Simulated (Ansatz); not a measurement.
# Mg3GePbN4: complex band structure

A new crystal, Mg3GePbN4: structure, gap and complex bands. It is built by putting Pb for Sr in the SrMg3GeN4 structure of space group Cm, with the volume rescaled by atomic radii. The parent structure comes from the Materials Project.

Calculated with Ansatz 0.2.0; r2SCAN DFT, plane waves, PAW files, in the first sound run; inputs show where later runs differ.

This is a report of a sequence of runs, with most program output left out.

The structure was built from a prototype and need not be the compound's stable phase.

## (1) Set-up

Symmetry: Cm, No. 8, monoclinic system. Conventional cell: a = 11.548 Å, b = 3.264 Å, c = 8.173 Å, α = 90.00°, β = 134.75°, γ = 90.00°. Pb has 4 N at 2.61 to 2.72 Å nearest. Mg has 4 N at 1.96 to 2.18 Å nearest. Nearest to Mg lie 4 N at 2.00 to 2.25 Å. Nearest to Mg lie 4 N at 2.01 to 2.04 Å. Ge has 4 N at 1.77 to 1.95 Å nearest. Nearest to N lie 1 Ge at 1.83 Å and 3 Mg at 2.02 Å and 2 Pb at 2.72 Å. It derives from SrMg3GeN4. Pb for Sr in the SrMg3GeN4 structure of space group Cm. Farther neighbours and most contacts between anions are not listed.

As a file:

```
Pb Mg Ge N
1.0
     5.77422   -1.63187    0.00000
     5.77422    1.63187    0.00000
    -5.75406    0.00000    5.80378
Pb Mg Ge N
1 3 1 4
Direct
  0.99209 0.99209 0.00271
  0.62790 0.62790 0.45131
  0.82142 0.82142 0.17968
  0.18063 0.18063 0.81267
  0.36423 0.36423 0.56461
  0.25399 0.25399 0.64992
  0.77899 0.77899 0.38182
  0.57757 0.57757 0.81078
  0.40320 0.40320 0.14649
```

## (2) Cell and atoms at rest

The substituted atoms don't fit the parent's cell, so cell and atoms relax together. A small smearing keeps the run stable in case the gap closes on the way.

input.yaml

```yaml
crystal:
  lattice:
    - [5.7742206129, -1.6318705205, 0.0]
    - [5.7742206129, 1.6318705205, 0.0]
    - [-5.7540569158, 0.0, 5.8037760698]
  atoms:
    - { symbol: Pb, position: [0.99209, 0.99209, 0.002708] }
    - { symbol: Mg, position: [0.627898, 0.627898, 0.451309] }
    - { symbol: Mg, position: [0.821416, 0.821416, 0.179684] }
    - { symbol: Mg, position: [0.1806305, 0.1806305, 0.812675] }
    - { symbol: Ge, position: [0.364229, 0.364229, 0.564613] }
    - { symbol: "N", position: [0.253985, 0.253985, 0.64992] }
    - { symbol: "N", position: [0.7789875, 0.7789875, 0.381822] }
    - { symbol: "N", position: [0.577568, 0.577568, 0.810783] }
    - { symbol: "N", position: [0.4031965, 0.4031965, 0.146487] }
kpoints:
  mp_grid: { grid: [8, 8, 4] }
scf:
  occupations: { method: gaussian, width: 0.03 }
hamiltonian:
  xc: r2scan
output:
  forces: true
  stress: true
relax:
  f_tol: 0.02
  max_steps: 60
  cell: {}
```

Command:

```console
$ ansatz run input.yaml --threads 2 --pin off --max-ram 4096MiB --backend cpu --events-out ev --progress --plain --runs-dir out
```

Run time: 7.1 min. Hardware: 2 threads of Arm Neoverse V2, shared host; peak memory 0.85 GiB.

The steps of the relaxation:

| step | energy less that of the first step (eV) | largest force component (eV/Å) | pressure (GPa) | volume (Å³) |
| --- | --- | --- | --- | --- |
| 1 | 0.0000 | 0.9226 | 12.72 | 109.38 |
| 2 | -0.4184 | 1.0307 | 2.55 | 117.85 |
| 3 | -0.5196 | 0.5557 | 0.11 | 119.76 |
| 4 | -0.5528 | 0.4352 | -0.27 | 119.93 |
| 5 | -0.5908 | 0.1814 | -0.50 | 120.36 |
| 6 | -0.5968 | 0.1291 | -0.20 | 120.25 |
| 7 | -0.5995 | 0.0283 | 0.01 | 120.05 |
| 8 | -0.5997 | 0.0527 | 0.02 | 120.03 |
| 9 | -0.5999 | 0.0106 | 0.02 | 120.04 |
| 10* | -0.6037 | 0.0103 | 0.03 | 120.04 |

Relaxation steps marked * repeat the geometry before them on a plane-wave basis chosen anew for their cell, so energy and pressure can jump there.

Forces are held to the 2 operations that the run works with; a distortion that breaks them can't arise in this run.

| cell as run | before | after | change |
| --- | --- | --- | --- |
| a (Å) | 6.000 | 6.189 | +3.1 % |
| b (Å) | 6.000 | 6.189 | +3.1 % |
| c (Å) | 8.173 | 8.444 | +3.3 % |
| α (°) | 132.65 | 132.57 | -0.1 % |
| β (°) | 132.65 | 132.57 | -0.1 % |
| γ (°) | 31.56 | 31.45 | -0.4 % |
| volume (Å³/atom) | 12.15 | 13.34 | +9.8 % |

The atoms that moved most (Å, as changes of fractional coordinates times the final cell):

| atom | dx | dy | dz | length |
| --- | --- | --- | --- | --- |
| Pb1 | -0.242 | 0.000 | 0.015 | 0.243 |
| Mg3 | -0.166 | 0.000 | -0.113 | 0.200 |
| N7 | 0.089 | 0.000 | 0.155 | 0.178 |
| N8 | 0.132 | 0.000 | -0.009 | 0.132 |
| Ge5 | 0.067 | 0.000 | 0.080 | 0.104 |
| Mg2 | 0.095 | 0.000 | -0.030 | 0.099 |
| Mg4 | 0.012 | 0.000 | -0.074 | 0.075 |
| N6 | 0.031 | 0.000 | -0.012 | 0.034 |

The relaxed structure:

```
Pb Mg Ge N
1.0
     5.95741   -1.67723    0.00128
     5.95741    1.67723    0.00128
    -5.93532    0.00000    6.00563
Pb Mg Ge N
1 3 1 4
Direct
  0.97301 0.97301 0.00527
  0.63336 0.63336 0.44635
  0.79817 0.79817 0.16092
  0.17550 0.17550 0.80034
  0.37648 0.37648 0.57785
  0.25559 0.25559 0.64784
  0.79929 0.79929 0.40756
  0.58788 0.58788 0.80923
  0.40072 0.40072 0.14463
```

This step gave:

```
free energy  : -23546.4770 eV
Fermi energy : 9.781 eV
pressure     : 0.03252 GPa
```

The largest force component on a free atom ends at 0.010 eV/Å.

## (3) Band edges

The energy window and the wavevectors of the next steps follow from the band edges, so these are searched first, off the mesh as well.

input.yaml

```yaml
crystal:
  lattice:
    - [5.9574139646, -1.6772258934, 0.0012800313]
    - [5.9574139646, 1.6772258934, 0.0012800313]
    - [-5.9353239694, 0.0, 6.005634777]
  atoms:
    - { symbol: Pb, position: [0.9730145331, 0.9730145331, 0.0052705834] }
    - { symbol: Mg, position: [0.63336285, 0.63336285, 0.446354666] }
    - { symbol: Mg, position: [0.7981674492, 0.7981674492, 0.1609222259] }
    - { symbol: Mg, position: [0.1755049292, 0.1755049292, 0.80034161] }
    - { symbol: Ge, position: [0.3764793348, 0.3764793348, 0.5778523528] }
    - { symbol: "N", position: [0.255587286, 0.255587286, 0.6478395627] }
    - { symbol: "N", position: [0.7992907766, 0.7992907766, 0.4075553449] }
    - { symbol: "N", position: [0.5878769067, 0.5878769067, 0.8092349956] }
    - { symbol: "N", position: [0.4007164344, 0.4007164344, 0.1446296586] }
kpoints:
  mp_grid: { grid: [8, 8, 4] }
  band_path: { path: [VBM, CBM], npoints: 30 }
scf:
  occupations: { method: fixed }
hamiltonian:
  xc: r2scan
output:
  eigenvalues: true
  write_potential: true
  write_density: true
  volumetric_format: npy
```

It took 4.2 min on 2 threads; peak memory 0.82 GiB; 6.5 min of CPU time.

This step gave:

| Property | Result |
| --- | --- |
| Fermi energy | 8.713 eV |
| gap on the k-mesh | 2.136 eV |
| gap on path | 2.118 eV, by band count; negative where bands overlap |
| direct gap on path | 2.472 eV |
| edge places on path | 0, 0.8288 1/A along the path |

The electronic bands at the labelled points (eV, zero at the Fermi level (highest filled level under fixed occupations); v1 is the highest filled band, c1 the lowest empty one):

| point | v4 | v3 | v2 | v1 | c1 | c2 | c3 | c4 |
| --- | --- | --- | --- | --- | --- | --- | --- | --- |
| VBM | -0.86 | -0.73 | -0.38 | 0.02 | 3.36 | 3.69 | 4.56 | 5.52 |
| halfway | -1.10 | -0.65 | -0.60 | -0.29 | 2.70 | 3.74 | 4.22 | 5.09 |
| CBM | -0.98 | -0.78 | -0.37 | -0.34 | 2.14 | 3.24 | 4.07 | 4.37 |

The searched edges give 2.12 eV, against 2.14 eV on the mesh.

## (4) Complex bands, plane (100), k-mesh 4×8×8

This step: r2SCAN DFT, plane waves, PAW files; complex bands by layer matching along the plane's normal (Ansatz 0.2.0).

The same crystal is laid in a cell whose first two vectors span the (100) plane (indices of the standard conventional cell, whose axes can be ordered otherwise than in the bulk input). At fixed energy and wavevector in the plane the solver finds all kz, real and complex. A few wavevectors are listed, (0, 0), (0, -0.1979) and (0.5, 0) in units of the plane's reciprocal vectors; the slowest state needn't be among them.

input.yaml

```yaml
crystal:
  lattice:
    - [8.443679275, 0.0, 0.0]
    - [0.0, 3.354451787, 0.0]
    - [-4.18674056, 1.677225893, 4.238158358]
  atoms:
    - { symbol: Pb, position: [0.0052705834, 0.0269854669, 0.9460290662] }
    - { symbol: Mg, position: [0.446354666, 0.36663715, 0.2667257] }
    - { symbol: Mg, position: [0.1609222259, 0.2018325508, 0.5963348984] }
    - { symbol: Mg, position: [0.80034161, 0.8244950708, 0.3510098584] }
    - { symbol: Ge, position: [0.5778523528, 0.6235206652, 0.7529586696] }
    - { symbol: "N", position: [0.6478395627, 0.744412714, 0.511174572] }
    - { symbol: "N", position: [0.4075553449, 0.2007092234, 0.5985815532] }
    - { symbol: "N", position: [0.8092349956, 0.4121230933, 0.1757538134] }
    - { symbol: "N", position: [0.1446296586, 0.5992835656, 0.8014328688] }
kpoints:
  mp_grid: { grid: [4, 8, 8] }
scf:
  occupations: { method: fixed }
hamiltonian:
  xc: r2scan
output:
  eigenvalues: true
  transmission:
    leads: [[0, 0]]
    kpoints: [[0.0, 0.0], [0.0, -0.1979], [0.5, 0.0]]
    e_range: [-1.0, 3.12]
    de: 0.1
```

Run time: 3.3 min. Hardware: 2 threads; peak memory 1.3 GiB.

Numbers from this step:

```
level to which the leads are filled                       : 1.068 eV from the Fermi level
decay constant at the filling level, zone centre          : 0.2628 Å⁻¹
decay constant at the filling level, slowest listed point : 0.2501 Å⁻¹
```

K parallel (0, 0); values up to 1.5 1/Å, a degenerate pair printed once or twice; energies at which all values exceed this have no row. The Im kz of the slowest decaying states by energy, zero at the highest filled level on the SCF mesh:

| energy (eV) | decay 1 (Å⁻¹) | decay 2 (Å⁻¹) | decay 3 (Å⁻¹) | decay 4 (Å⁻¹) |
| --- | --- | --- | --- | --- |
| -1.00 | 0.0517 | 0.204 | 0.229 | 0.322 |
| -0.70 | 0.180 | 0.245 | 0.382 | 0.584 |
| -0.40 | 0.0894 | 0.217 | 0.225 | 0.451 |
| -0.10 | 0.168 | 0.231 | 0.341 | 0.419 |
| 0.00 | 0.190 | 0.252 | 0.366 | 0.438 |
| 0.20 | 0.219 | 0.284 | 0.411 | 0.436 |
| 0.50 | 0.246 | 0.314 | 0.435 | 0.472 |
| 0.80 | 0.260 | 0.332 | 0.433 | 0.548 |
| 1.00 | 0.263 | 0.338 | 0.431 | 0.625 |
| 1.30 | 0.258 | 0.338 | 0.428 | 0.612 |
| 1.60 | 0.237 | 0.327 | 0.425 | 0.596 |
| 1.90 | 0.186 | 0.300 | 0.424 | 0.577 |
| 2.20 | 0.236 | 0.426 | 0.555 | 0.725 |
| 2.50 | 0.241 | 0.438 | 0.531 | 0.733 |
| 2.80 | 0.0594 | 0.253 | 0.474 | 0.506 |
| 3.10 | 0.111 | 0.193 | 0.482 | 0.537 |

K parallel (0, -0.1979); values up to 1.5 1/Å, a degenerate pair printed once or twice; energies at which all values exceed this have no row. The Im kz of the slowest decaying states by energy, zero at the highest filled level on the SCF mesh:

| energy (eV) | decay 1 (Å⁻¹) | decay 2 (Å⁻¹) | decay 3 (Å⁻¹) | decay 4 (Å⁻¹) |
| --- | --- | --- | --- | --- |
| -1.00 | 0.118 | 0.156 | 0.323 | 0.534 |
| -0.70 | 0.114 | 0.131 | 0.185 | 0.345 |
| -0.40 | 0.183 | 0.227 | 0.329 | 0.407 |
| -0.10 | 0.256 | 0.279 | 0.318 | 0.423 |
| 0.00 | 0.285 | 0.298 | 0.332 | 0.434 |
| 0.20 | 0.220 | 0.309 | 0.353 | 0.354 |
| 0.50 | 0.326 | 0.375 | 0.433 | 0.485 |
| 0.80 | 0.359 | 0.389 | 0.507 | 0.519 |
| 1.00 | 0.373 | 0.395 | 0.533 | 0.533 |
| 1.30 | 0.387 | 0.400 | 0.518 | 0.530 |
| 1.60 | 0.395 | 0.400 | 0.511 | 0.512 |
| 1.90 | 0.396 | 0.397 | 0.483 | 0.504 |
| 2.20 | 0.388 | 0.393 | 0.445 | 0.497 |
| 2.50 | 0.365 | 0.383 | 0.400 | 0.488 |
| 2.80 | 0.308 | 0.347 | 0.369 | 0.476 |
| 3.10 | 0.0265 | 0.285 | 0.379 | 0.461 |

K parallel (0.5, 0); values up to 1.5 1/Å, a degenerate pair printed once or twice; energies at which all values exceed this have no row. Table of Im kz of the slowest decaying states by energy, zero at the highest filled level on the SCF mesh:

| energy (eV) | decay 1 (Å⁻¹) | decay 2 (Å⁻¹) | decay 3 (Å⁻¹) | decay 4 (Å⁻¹) |
| --- | --- | --- | --- | --- |
| -1.00 | 0.0898 | 0.288 | 0.572 | 0.744 |
| -0.80 | 0.122 | 0.468 | 0.585 | 1.19 |
| -0.70 | 0.0801 | 0.118 | 0.476 | 0.589 |
| -0.50 | 0.0587 | 0.173 | 0.229 | 0.595 |
| -0.30 | 0.0568 | 0.178 | 0.212 | 0.354 |
| -0.20 | 0.144 | 0.222 | 0.310 | 0.415 |
| 0.00 | 0.0110 | 0.217 | 0.226 | 0.428 |
| 0.10 | 0.220 | 0.227 | 0.240 | 0.466 |
| 0.30 | 0.236 | 0.272 | 0.366 | 0.521 |
| 0.50 | 0.245 | 0.294 | 0.458 | 0.562 |
| 0.60 | 0.248 | 0.301 | 0.496 | 0.576 |
| 0.80 | 0.252 | 0.311 | 0.564 | 0.565 |
| 1.00 | 0.252 | 0.314 | 0.553 | 0.623 |
| 1.10 | 0.250 | 0.314 | 0.546 | 0.640 |
| 1.30 | 0.244 | 0.309 | 0.532 | 0.657 |
| 1.50 | 0.232 | 0.298 | 0.518 | 0.672 |
| 1.60 | 0.224 | 0.290 | 0.510 | 0.678 |
| 1.80 | 0.201 | 0.267 | 0.495 | 0.688 |
| 2.00 | 0.163 | 0.231 | 0.479 | 0.697 |
| 2.10 | 0.133 | 0.205 | 0.470 | 0.701 |
| 2.30 | 0.115 | 0.453 | 0.707 | 0.781 |
| 2.40 | 0.0472 | 0.444 | 0.709 | 0.787 |
| 2.60 | 0.0739 | 0.147 | 0.427 | 0.713 |
| 2.80 | 0.0965 | 0.173 | 0.411 | 0.716 |
| 2.90 | 0.0780 | 0.177 | 0.404 | 0.717 |
| 3.10 | 0.168 | 0.393 | 0.718 | 0.841 |

At the listed wavevectors the last open channel is at +0.00 eV and the next at +2.20 eV on the grid. At +1.10 eV, the grid energy nearest the filling level (the middle of the gap on the SCF mesh), the slowest state at the listed wavevectors decays with κ = 0.250 Å⁻¹, its amplitude falling by e over 4.0 Å. Through 1 nm of this crystal that state's transmission falls by exp(−2 × 0.250 Å⁻¹ × 10 Å) = 0.0067.

## (5) Decaying states in the gap, plane (001), k-mesh 8×8×8

The same for the (001) plane, at (0, 0), (0, -0.5) and (-0.1979, -0.099), to see how the decay depends on direction.

input.yaml

```yaml
crystal:
  lattice:
    - [3.354451787, 0.0, 0.0]
    - [1.677225893, 5.957414102, 0.0]
    - [1.677225893, 0.023380662, 6.006909923]
  atoms:
    - { symbol: Pb, position: [0.0269854669, 0.9407584828, 0.0052705834] }
    - { symbol: Mg, position: [0.36663715, 0.820371034, 0.446354666] }
    - { symbol: Mg, position: [0.2018325508, 0.4354126725, 0.1609222259] }
    - { symbol: Mg, position: [0.8244950708, 0.5506682484, 0.80034161] }
    - { symbol: Ge, position: [0.6235206652, 0.1751063168, 0.5778523528] }
    - { symbol: "N", position: [0.744412714, 0.8633350093, 0.6478395627] }
    - { symbol: "N", position: [0.2007092234, 0.1910262083, 0.4075553449] }
    - { symbol: "N", position: [0.4121230933, 0.3665188178, 0.8092349956] }
    - { symbol: "N", position: [0.5992835656, 0.6568032102, 0.1446296586] }
kpoints:
  mp_grid: { grid: [8, 8, 8] }
scf:
  occupations: { method: fixed }
hamiltonian:
  xc: r2scan
output:
  eigenvalues: true
  transmission:
    leads: [[0, 0]]
    kpoints: [[0.0, 0.0], [0.0, -0.5], [-0.1979, -0.099]]
    e_range: [-1.0, 3.12]
    de: 0.1
```

The job ended after 2.7 min (2 threads; peak memory 1.1 GiB).

This step gave:

| Property | Result |
| --- | --- |
| decay constant at the filling level, zone centre | 0.3013 Å⁻¹ |
| decay constant at the filling level, slowest listed point | 0.2987 Å⁻¹ |

K parallel (0, 0); values up to 1.5 1/Å, a degenerate pair printed once or twice; energies at which all values exceed this have no row. The Im kz of the slowest decaying states by energy, zero at the highest filled level on the SCF mesh:

| energy (eV) | decay 1 (Å⁻¹) | decay 2 (Å⁻¹) | decay 3 (Å⁻¹) | decay 4 (Å⁻¹) |
| --- | --- | --- | --- | --- |
| -1.00 | 0.0868 | 0.231 | 0.487 | 0.890 |
| -0.80 | 0.152 | 0.252 | 0.412 | 0.854 |
| -0.60 | 0.0562 | 0.227 | 0.278 | 0.322 |
| -0.40 | 0.237 | 0.240 | 0.299 | 0.411 |
| -0.20 | 0.333 | 0.491 | 0.763 | 1.32 |
| 0.00 | 0.00977 | 0.364 | 0.575 | 0.745 |
| 0.20 | 0.256 | 0.370 | 0.632 | 0.732 |
| 0.40 | 0.349 | 0.401 | 0.675 | 0.723 |
| 0.60 | 0.329 | 0.506 | 0.709 | 0.717 |
| 0.80 | 0.317 | 0.566 | 0.713 | 0.737 |
| 1.00 | 0.307 | 0.606 | 0.710 | 0.760 |
| 1.30 | 0.288 | 0.647 | 0.702 | 0.787 |
| 1.50 | 0.271 | 0.668 | 0.695 | 0.803 |
| 1.70 | 0.249 | 0.686 | 0.688 | 0.815 |
| 1.90 | 0.217 | 0.675 | 0.707 | 0.826 |
| 2.10 | 0.170 | 0.662 | 0.726 | 0.836 |
| 2.30 | 0.0562 | 0.647 | 0.744 | 0.844 |
| 2.50 | 0.122 | 0.630 | 0.763 | 0.850 |
| 2.70 | 0.156 | 0.611 | 0.783 | 0.855 |
| 2.90 | 0.0852 | 0.156 | 0.589 | 0.806 |
| 3.10 | 0.102 | 0.134 | 0.564 | 0.849 |

K parallel (0, -0.5); values up to 1.5 1/Å, a degenerate pair printed once or twice; energies at which all values exceed this have no row. Table of Im kz of the slowest decaying states by energy, zero at the highest filled level on the SCF mesh:

| energy (eV) | decay 1 (Å⁻¹) | decay 2 (Å⁻¹) | decay 3 (Å⁻¹) | decay 4 (Å⁻¹) |
| --- | --- | --- | --- | --- |
| -1.00 | 0.254 | 0.256 | 1.04 | 1.26 |
| -0.80 | 0.0870 | 0.240 | 0.817 | 1.07 |
| -0.60 | 0.0914 | 0.286 | 0.360 | 0.842 |
| -0.40 | 0.221 | 0.324 | 0.781 | 1.20 |
| -0.20 | 0.141 | 0.153 | 0.356 | 0.545 |
| 0.00 | 0.216 | 0.219 | 0.381 | 0.701 |
| 0.20 | 0.251 | 0.266 | 0.402 | 0.707 |
| 0.40 | 0.274 | 0.301 | 0.419 | 0.718 |
| 0.60 | 0.288 | 0.327 | 0.433 | 0.730 |
| 0.80 | 0.296 | 0.348 | 0.443 | 0.742 |
| 1.00 | 0.299 | 0.364 | 0.451 | 0.752 |
| 1.30 | 0.293 | 0.380 | 0.459 | 0.765 |
| 1.50 | 0.281 | 0.386 | 0.460 | 0.772 |
| 1.70 | 0.258 | 0.389 | 0.459 | 0.777 |
| 1.90 | 0.216 | 0.388 | 0.454 | 0.782 |
| 2.10 | 0.0999 | 0.382 | 0.445 | 0.786 |
| 2.30 | 0.369 | 0.427 | 0.788 | 0.964 |
| 2.50 | 0.331 | 0.400 | 0.790 | 0.960 |
| 2.70 | 0.358 | 0.365 | 0.482 | 0.791 |
| 2.90 | 0.317 | 0.323 | 0.671 | 0.791 |
| 3.10 | 0.200 | 0.265 | 0.330 | 0.790 |

(Part 1 of 2 ends here.)

[Logs are printed without paths, hosts, clocks, repeated set-up lines and the standing remarks that a program may print on its own settings, such as how far it seeks lower states.]

[Hosts, paths, dates, database ids (printed as entryN), source tags and the programs' standing remarks are cut or masked in the printed files.]
